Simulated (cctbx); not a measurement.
# Symmetry from intensities

Cell: a = 13.0650 Å, b = 7.7070 Å, c = 6.0370 Å, α = 90.00°, β = 90.00°, γ = 90.00°. Expected content of the cell: Tm4 Cu4 S16 Si4.

The data are simulated with cctbx, not measured: Cu Kα, λ = 1.54184 Å, to d = 0.83 Å, 95 % of the full sphere, strongest reflection 5000 counts, noise from counting, a 1.5 % proportional error and a noise floor of 2 counts (s.d.); no absorption.

Tests on the unmerged data give:

```text
4256 reflections to d = 0.831 A
centring   violations  <I/sigma> of those
    A       1455 of  2144      9.1
    B       1322 of  2120      7.3
    C       1487 of  2124      9.6
    I       1414 of  2132      8.9
    R       1927 of  2830      9.3
    F       2132 of  3194      8.7
Laue class    unique    Rint  (classes that these axes allow; Friedel mates merged)
P -1             2241   0.037
P 1 2/m 1        1217   0.043
P 1 1 2/m        1240   0.043
P 2/m 1 1        1182   0.044
P m m m           698   0.047
space group    extra absences  I>4sigma  <I/sigma>
P 2 2 2                 0          0         -  acentric
P 2 2 21                7          0      -0.3  acentric
P 21 2 2               15          0       0.1  acentric
P 2 21 2               10          0      -0.4  acentric
P 21 21 2              25          0      -0.1  acentric
P 2 21 21              17          0      -0.4  acentric
P 21 2 21              22          0      -0.1  acentric
P 21 21 21             32          0      -0.2  acentric
P m m 2                 0          0         -  acentric
P 2 m m                 0          0         -  acentric
P m 2 m                 0          0         -  acentric
P 21 m a              219          0      -0.0  acentric
P m 2 a               219          0      -0.0  acentric
P n m 21              102          0      -0.1  acentric
P n 21 m              102          0      -0.1  acentric
P n 21 a              321          0      -0.1  acentric
P m m m                 0          0         -  centric
P m m a               219          0      -0.0  centric
P n m m :1            102          0      -0.1  centric
P n m m :2            102          0      -0.1  centric
P n m a               321          0      -0.1  centric
Wilson B = 1.28 A^2   <|E^2-1|> = 0.849 (0.968 centric, 0.736 acentric)   E^2>4: 2.4 %
shell (A)         n   <I/sigma>
13.07 - 1.66    105     25.8
 1.66 - 1.32     89     24.4
 1.32 - 1.15     91     23.6
 1.15 - 1.05     82     21.3
 1.05 - 0.97     77     16.4
 0.97 - 0.91     88     17.2
 0.91 - 0.87     75     18.0
 0.87 - 0.83     91     14.8
```

**Question.** What are the lattice type, the Laue class and the likely space group?

Every centring test has many violations, so the lattice is primitive.

Rint stays low (0.037 to 0.047) up to P m m m, the highest class in these axes.

21 settings pass the absence test. The most absences obeyed, 321, belong to P n 21 a and P n m a, which absences can't tell apart.

⟨|E²−1|⟩ = 0.849 lies between the two ideal values. The Wilson B of 1.28 Å² means U ≈ 0.0162 Å².

The true group is Pnma (no. 62), Laue class mmm, centrosymmetric. The tables only narrow the choice to the tied entries; cell content, site symmetry and trial solutions must settle it.

The model was made for the exercise: a known structure type with other elements put in, its volume estimated, not relaxed; displacement parameters are assumed.

[Logs are printed without paths, hosts, clocks, repeated set-up lines and the standing remarks that a program may print on its own settings, such as how far it seeks lower states.]
